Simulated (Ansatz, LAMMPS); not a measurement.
# Structural relaxation of amorphous 52In2O3-48Li2O (mol %) (125 atoms), part 3 of 3

Wanted: the relaxed structure of amorphous 52In2O3-48Li2O (mol %) (125 atoms) and its electronic structure.

Ansatz 0.2.0; Kohn-Sham DFT, RPBE, PAW (set soft_2), plane waves.

The cell: 32 In, 30 Li and 63 O. The quench rate of 30 K/ps far exceeds what a furnace or splat quench reaches. The network of bonds at the start is that of the classical potential that made the cell. Only the Γ point is sampled, in a cell whose shortest periodic width is 11 Å.

So far. Step 4 (Relaxation): The relaxation changed the energy by -36.0 meV/atom, and atoms moved by 0.22 Å r.m.s., 1.2 Å at most.

## Step 6: Single point at the relaxed geometry

The electronic structure is read at the final geometry, in a run of its own.

File input.yaml:

```yaml
crystal:
  lattice:
    - [11.32023, 0.0, 0.0]
    - [0.0, 11.32023, 0.0]
    - [0.0, 0.0, 11.32023]
  atoms:
    - { symbol: In, position: [0.39149, 0.68292, 0.34043] }
    - { symbol: In, position: [0.31229, 0.36089, 0.80184] }
    - { symbol: In, position: [0.82816, 0.41106, 0.26367] }
    - { symbol: In, position: [0.54814, 0.45034, 0.6542] }
    - { symbol: In, position: [0.4691, 0.87684, 0.13671] }
    - { symbol: In, position: [0.94169, 0.71887, 0.251] }
    - { symbol: In, position: [0.97064, 0.62615, 0.56663] }
    - { symbol: In, position: [0.04325, 0.33855, 0.55446] }
    - { symbol: In, position: [0.25132, 0.6041, 0.64373] }
    - { symbol: In, position: [0.99419, 0.41881, 0.06681] }
    - { symbol: In, position: [0.45627, 0.8978, 0.82185] }
    - { symbol: In, position: [0.18704, 0.00596, 0.90037] }
    - { symbol: In, position: [0.83424, 0.06281, 0.6987] }
    - { symbol: In, position: [0.97138, 0.91925, 0.43957] }
    - { symbol: In, position: [0.40538, 0.14514, 0.03834] }
    - { symbol: In, position: [0.17489, 0.64684, 0.97165] }
    - { symbol: In, position: [0.9952, 0.11623, 0.23253] }
    - { symbol: In, position: [0.67058, 0.09818, 0.2196] }
    - { symbol: In, position: [0.61518, 0.41061, 0.99619] }
    - { symbol: In, position: [0.70704, 0.75946, 0.66653] }
    - { symbol: In, position: [0.47087, 0.63035, 0.8936] }
    - { symbol: In, position: [0.6705, 0.69187, 0.40706] }
    - { symbol: In, position: [0.77508, 0.21024, 0.46963] }
    - { symbol: In, position: [0.97014, 0.83645, 0.78428] }
    - { symbol: In, position: [0.7178, 0.80557, 0.95183] }
    - { symbol: In, position: [0.92943, 0.09372, 0.95404] }
    - { symbol: In, position: [0.3591, 0.15523, 0.33357] }
    - { symbol: In, position: [0.34912, 0.46676, 0.11887] }
    - { symbol: In, position: [0.57026, 0.42575, 0.36859] }
    - { symbol: In, position: [0.60343, 0.20196, 0.78652] }
    - { symbol: In, position: [0.03961, 0.44913, 0.81157] }
    - { symbol: In, position: [0.17685, 0.91176, 0.1712] }
    [... 87 atom lines left out ...]
    - { symbol: O, position: [0.99887, 0.28947, 0.91904] }
    - { symbol: O, position: [0.27515, 0.19768, 0.90588] }
    - { symbol: O, position: [0.37125, 0.73124, 0.7599] }
    - { symbol: O, position: [0.66804, 0.12447, 0.62554] }
    - { symbol: O, position: [0.2987, 0.97519, 0.75242] }
    - { symbol: O, position: [0.90589, 0.22304, 0.6381] }
kpoints:
  mp_grid: { grid: [1, 1, 1] }
hamiltonian:
  xc: rpbe
scf:
  occupations: { method: fermi_dirac, width: 0.05 }
output:
  forces: true
  stress: true
  populations: true
  dos:
    method: { smearing: { sigma: 0.15 } }
    de: 0.1
    projected: { site_lists: { In: [In], Li: [Li], O: [O] } }
  eigenvalues: true
  write_density: true
  write_potential: true
  volumetric_format: npy
```

Started as:

```bash
> ansatz run input.yaml --threads 4 --pin off --max-ram 8192MiB --backend cpu --events-out ev --progress --plain --runs-dir out
```

Numbers of over 12 decimals in the logs are rounded to 6 here.

What it wrote:

```text
[...]
Crystal: 125 atoms, lattice volume = 1450.660 Å³
Basis set: ecut = 420 eV, 28353 PW (Γ), exchange–correlation on 160×160×160 points (8 copies of the dense FFT grid, shifted against one another)
Bands: 567, of which v1, the nominal top of the filled ones, is band 442 counted from 1 (441 counted from 0)
Symmetry: 1 space group operations
[...]
k-points: 1
[...]
SCF iter   1: F=—  HF=-221459.655592 eV  |F-HF|=—  |Δ(HF+E_count)|=         —  Δρ=5.38e-3  dr2=4.06e-1  ethr=1.77e-3  ⟨swp⟩=5.0  Hψ=2213  notcnv=0  defer=107
[...]
SCF iter  11: F=-221459.556828 eV  HF=-221459.556828 eV  |F-HF|=4.03e-8  |Δ(HF+E_count)|=   2.99e-7  Δρ=1.46e-6  dr2=3.91e-8  ethr=1.13e-11  ⟨swp⟩=15.0  Hψ=4521  notcnv=0
SCF 1 converged in 11 iterations: F = -221459.556828 eV  dr2 = 3.91e-8
[...]
SCF converged after 11 iterations
Free energy (F): -221459.556828 eV
[...]
Internal energy: -221459.556795 eV  (E = F + TS)
E sigma→0 (E₀):  -221459.556811 eV
Entropy (-TS):   -0.000032 eV (-0.000 meV/atom)
Fermi energy:    7.982039 eV
[...]
--- Forces (eV/Å), atoms counted from 1 ---
  atom   1  In    -0.00790833    -0.00092561     0.00141022
  atom   2  In    -0.00386385     0.00678072     0.00580127
  atom   3  In    -0.00520931     0.00919754    -0.00892569
  atom   4  In    -0.01048499    -0.00336717     0.01017178
  atom   5  In    -0.00098654     0.00583312     0.00449047
  atom   6  In    -0.00017738     0.00580445     0.00550559
  atom   7  In    -0.00387162     0.00139644     0.01023844
  atom   8  In     0.00835183     0.01164656     0.00468445
  atom   9  In     0.00317901     0.00463165     0.00177915
  atom  10  In     0.00489673     0.01173632    -0.00131516
  atom  11  In    -0.01426505     0.00305450    -0.00119816
  atom  12  In     0.01005650    -0.00214867    -0.00543787
  atom  13  In    -0.00245327     0.01222637    -0.00744393
  atom  14  In     0.00868663    -0.00776779    -0.00210703
[...]
atom 124  O     -0.00174004     0.00136746     0.00399854
  atom 125  O     -0.00086540    -0.00199822    -0.00682964
  max |Σ_I F_I| component: 1.20e-4 eV/Å
--- Stress (GPa, compression-positive) ---
        3.976417      -1.202060      -0.050278
       -1.202059       4.765059      -0.442990
       -0.050274      -0.442990       6.200880
  P = ⅓ Tr σ = 4.9808 GPa (49.808 kbar)
--- Band table (eV) ---
[...]
--- Löwdin populations: 125 sites ---
  site symbol       q [e]
     0     In     11.9233
     1     In     11.9051
     2     In     11.8975
[...]
124      O      6.8737
  spilling = 0.004601 (of n_electrons = 884.000000)
```

Wall time 57 s (4 threads of Arm Neoverse V1, shared host); peak memory 2.4 GiB.

Read from the output:

* free energy: -221459.5568 eV
* free energy per atom: -1771.6765 eV/atom
* SCF cycles: 11
* pressure: 4.981 GPa
* r.m.s. force component: 0.00503 eV/Å
* longest force: 0.01803 eV/Å
* Fermi energy: 7.982 eV
* gap (highest filled to lowest empty level): 1.127 eV
* spilling of the projection: 0.004601

Löwdin charges by element and coordination (they lack the spilled electrons, 0.033 e an atom on average):

```csv
element,coordination,atoms,mean charge (e),spread,least,most
In,all,32,1.07,0.0383,0.944,1.15
In,5,6,1.08,0.0151,1.06,1.11
In,6,24,1.07,0.0425,0.944,1.15
In,7,2,1.08,0.0254,1.06,1.11
Li,all,30,0.802,0.0088,0.784,0.821
Li,3,6,0.799,0.0073,0.79,0.811
Li,4,21,0.802,0.0094,0.784,0.821
Li,5,3,0.807,0.0028,0.804,0.811
O,all,63,-0.862,0.0756,-1.10,-0.724
O,3,1,-0.76,0,-0.76,-0.76
O,4,17,-0.807,0.052,-0.931,-0.724
O,5,37,-0.873,0.0682,-1.10,-0.756
O,6,7,-0.931,0.0439,-0.998,-0.869
O,7,1,-1.03,0,-1.03,-1.03
```

States in the cell by windows of 1 eV, zero at the Fermi level; the larger projections on atomic orbitals stand beside the total:

```csv
from (eV),to (eV),total,O p,In p,In s
-10,-7,0.0,0.0,0.0,0.0
-7,-6,7.7,4.6,0.3,2.5
-6,-5,37.3,22.8,2.0,10.3
-5,-4,34.0,23.2,4.4,4.2
-4,-3,64.4,50.6,8.9,1.2
-3,-2,86.2,75.0,5.8,0.6
-2,-1,120.2,113.1,2.2,0.4
-1,0,28.1,26.9,0.2,0.1
0,1,2.0,0.3,0.0,0.6
1,2,0.0,0.0,0.0,0.0
2,3,9.3,3.3,1.2,2.7
3,4,19.1,6.2,2.8,7.1
4,5,23.8,7.2,3.4,10.2
```

Between -26 and -10 eV lie 446 more states.

The stored curve holds about 824 of the 884 electrons; the rest, give or take the few that broadening carries across the Fermi level, lie in deeper levels below its range.

The levels nearest the highest filled one (over half full), pooled over k-points and spins:

```csv
level less the highest filled one (eV),occupation
-0.322,2
-0.287,2
-0.271,2
-0.252,2
-0.166,2
0,2
1.13,0
3.08,0
3.27,0
3.33,0
3.34,0
3.47,0
```

Valence density in the ab plane at fractional z = 0.414, with atoms of In and Li and O within 0.2 Å of it. It is the smooth field of the valence electrons, not physical close to the nuclei.

Ten steps, logarithmic in the rise over the least value, from '_' (0.02 × 1e0 e/Å³) to '@' (9.83 × 1e0 e/Å³), each cell a mean:
```
**--::::::::..::**##--..::::..++%%%%==..::------::____..::==**##
%%++::::::::..==%%%%++..______--****::__....--++==......--**%%@@
##==::......__..====..____________......____..----::::::--++##%%
==--::..____________________________..........::--====--::--==++
==++==::..________......____________....::::::::--====--::..::--
##%%##==::____....::::::::::..______..--==++++==------::....::++
%%%%##++::____..::------====::......::++%%@@%%**--::..____..--++
++**++--::==--..::::--==++==--::::::--++%%@@@@##--..________::--
::::::..**%%##--....::--------==++++--==**##**==::..__________..
______..==##**::__........::--**##**==--::----::..______________
______........__....______..--++**++==::..........______________
____........________________..::--==--::::......________________
______....______::==::________::--++**++--::..________..::....__
..____________..**%%##::__....::==##%%##++::..____..::==++++==::
..........::::::++##++::::--==--==******==::..____..--**%%%%**--
......::==++++==::....--++####**==------::..........--**%%%%**--
......--**%%%%**--....--**%%@@##==::..........::::::::--====--::
____..--**%%%%**--....--++####++--..______..::--==++--::::....__
____..::--++++--::..::::------::..________..::++**##++--......__
..____..::::......::--==--::....________....::==****==----====--
--..::**##==..__..::--====--::..______::--==------------++##%%**
==::::++**--..____..::--==--::..____..==**####==::....--**%%%%##
--............____..::--====--::....::++##%%%%++::....::==****++
::......::......__..::--==----::====::--**##**==::____..::--==--
```
Columns run along a (11.3 Å), rows up along b (11.3 Å). Atoms in or near the plane, at fractional coordinates: In at (0.67, 0.69), Li at (0.17, 0.63), Li at (0.29, 0.42), Li at (0.28, 0.94), Li at (0.52, 0.96), O at (0.43, 0.31), O at (0.93, 0.10), O at (0.18, 0.28), O at (0.03, 0.73), O at (0.67, 0.06).

Electrostatic potential energy in the ab plane at fractional z = 0.414, with atoms of In and Li and O within 0.2 Å of it. With pseudopotentials it is smooth inside the atoms' cores, unlike the true potential.

Ten even steps from '_' (-31 eV) to '@' (12 eV), each cell a mean:
```
::**%%@@@@@@@@##==--**@@@@@@%%++....++%%@@@@%%##%%%%@@@@%%++::..
__--##@@@@@@@@**::..++%%@@@@%%**----**@@@@%%**==++%%@@%%**::____
..==%%@@@@@@@@%%****##@@@@@@@@%%%%%%@@@@@@@@##**##%%@@@@##--____
++##@@@@@@@@@@@@@@@@@@@@@@@@@@@@@@@@@@@@@@@@@@@@@@%%%%@@%%##++==
####@@@@@@@@@@@@@@@@@@@@@@@@@@@@@@@@@@@@%%%%%%@@@@%%%%@@@@@@%%%%
..__--%%@@@@@@@@@@@@@@%%%%%%%%@@@@@@@@##==----**%%@@@@@@@@@@@@##
____::%%@@@@@@@@@@@@%%**++++##%%@@@@%%==______::**@@@@@@@@@@@@**
**++##@@##****%%@@@@%%++--==**%%@@@@##--______..**%%@@@@@@@@@@@@
@@@@@@%%==..--**@@@@%%##****##%%####%%**::....==##@@@@@@@@@@@@@@
@@@@@@%%++--==##@@@@@@%%%%%%%%++::--%%%%######%%@@@@@@@@@@@@@@@@
@@@@@@@@@@%%%%@@@@@@@@@@@@@@@@##++**%%@@@@@@@@@@@@@@@@@@@@@@@@@@
@@@@@@@@@@@@@@@@@@@@@@@@@@@@@@@@%%######%%@@@@@@@@@@@@@@@@@@@@@@
@@@@@@@@@@@@@@@@##**##%%@@@@@@%%**--::--**%%@@@@@@@@@@@@@@@@@@@@
@@%%%%@@@@@@@@##--..--##@@@@@@%%==..__..==##@@@@@@@@@@@@####@@@@
@@%%%%@@@@@@@@%%++--++%%@@@@%%%%**::..::++%%@@@@@@@@@@==____++@@
@@@@@@@@@@####@@%%%%%%@@##::::++%%##**##%%@@@@@@@@@@@@++__..++@@
@@@@@@@@++____++@@@@@@@@==____--%%@@@@@@@@@@@@%%%%%%%%@@%%%%@@@@
@@@@@@@@++....++@@@@@@@@##----##@@@@@@@@@@@@%%**====**%%@@@@@@@@
@@@@@@@@@@##%%@@@@@@%%%%%%%%@@@@@@@@@@@@@@@@##--....--##@@@@@@@@
@@@@@@%%##%%@@@@@@%%**++**##%%@@@@@@@@@@@@@@%%++::::==##@@%%%%@@
@@@@##==--**%%@@@@%%**++**##%%@@@@@@@@@@@@@@%%%%****##%%**....++
@@@@##====**%%@@@@@@%%####%%@@@@@@@@@@@@++::--%%@@@@@@@@==____::
@@@@@@%%%%@@@@@@@@@@@@@@%%%%@@@@@@@@@@%%..____##@@@@@@@@%%====##
##%%@@@@@@@@@@@@%%%%@@@@@@@@@@%%****%%@@**--++@@@@@@@@@@@@%%####
```
Columns run along a (11.3 Å; values clipped at the 3rd and 97th percentile), rows up along b (11.3 Å). Atoms in or near the plane, at fractional coordinates: In at (0.67, 0.69), Li at (0.17, 0.63), Li at (0.29, 0.42), Li at (0.28, 0.94), Li at (0.52, 0.96), O at (0.43, 0.31), O at (0.93, 0.10), O at (0.18, 0.28), O at (0.03, 0.73), O at (0.67, 0.06).

Mean Löwdin charges: In +1.07, Li +0.80, O -0.86 e (they miss 0.46 % of the electrons, so they add up to more than the cell's charge).

Local excerpt of 10 atoms (numbers count through the whole input) about O89, whose charge lies farthest from its element's mean; x, y, z are measured from there.

```csv
atom,x,y,z,distance (Å),bonds,Löwdin charge (e)
O89,0.00,0.00,0.00,0.00,5,-1.10
Li39,0.17,-1.80,0.28,1.83,4,0.78
Li59,1.49,0.55,0.99,1.87,3,0.79
Li56,-0.20,1.74,-0.75,1.91,4,0.80
Li53,1.54,-0.30,-1.14,1.94,4,0.78
In14,-1.91,-0.51,-0.76,2.12,6,1.05
O80,0.57,1.31,-2.57,2.94,6,-0.87
O94,-1.21,-2.60,-0.99,3.03,5,-0.86
O76,-2.36,1.58,-1.08,3.04,4,-0.79
O87,2.89,0.95,-0.27,3.05,5,-1.08
```

The column of bonds counts only the pairs O-In within 2.77 Å, O-Li within 2.48 Å; other neighbours, such as metal atoms beside each other in a compound, aren't counted, and periodic images can show an atom twice.

## Step 7: Results

| Quantity | Value |
| --- | --- |
| energy change in the relaxation | -35.98 meV/atom |
| r.m.s. displacement | 0.22 Å |
| largest displacement | 1.189 Å |
| free energy per atom | -1771.6765 eV/atom |
| pressure | 4.981 GPa |
| r.m.s. force component | 0.00503 eV/Å |
| gap (highest filled to lowest empty level) | 1.127 eV |
| wall time of the 3 DFT runs | 8.5 min |

What this shows: Relaxation lowers the energy by 36.0 meV/atom and moves atoms by 0.22 Å r.m.s.; the r.m.s. force component goes from 0.44 to 0.0050 eV/Å, the pressure goes from 7.3 to 5.0 GPa, and the gap from 1.18 to 1.13 eV. By the final cutoffs 9 of 309 bonded pairs parted and 5 joined. From the first step to the last the energy fell by 4.497 eV, and the largest move was 1.19 Å (Li48). The O-Li bonds change most in mean length: from 2.109 Å (spread 0.127) to 2.026 Å (spread 0.124), and their number from 121 to 117. With the cutoffs above, 75 % of In atoms have 6, 70 % of Li atoms have 4 and 59 % of O atoms have 5 bonded neighbours. The highest filled and lowest empty levels differ by 1.13 eV (at Γ alone); a semilocal functional tends to put such gaps too low. In a disordered cell it changes from sample to sample, and tail or defect levels can set it.

**Limits.** The network of bonds at the start is that of the classical potential that made the cell; in DFT 9 of its 309 bonded pairs passed out of the cutoffs and 5 came within them. The pressure of 5.0 GPa shows the cell to be compressed for this functional.

[Logs are printed without paths, hosts, clocks, repeated set-up lines and the standing remarks that a program may print on its own settings, such as how far it seeks lower states.]

[Hosts, paths, dates, database ids (printed as entryN), source tags and the programs' standing remarks are cut or masked in the printed files.]
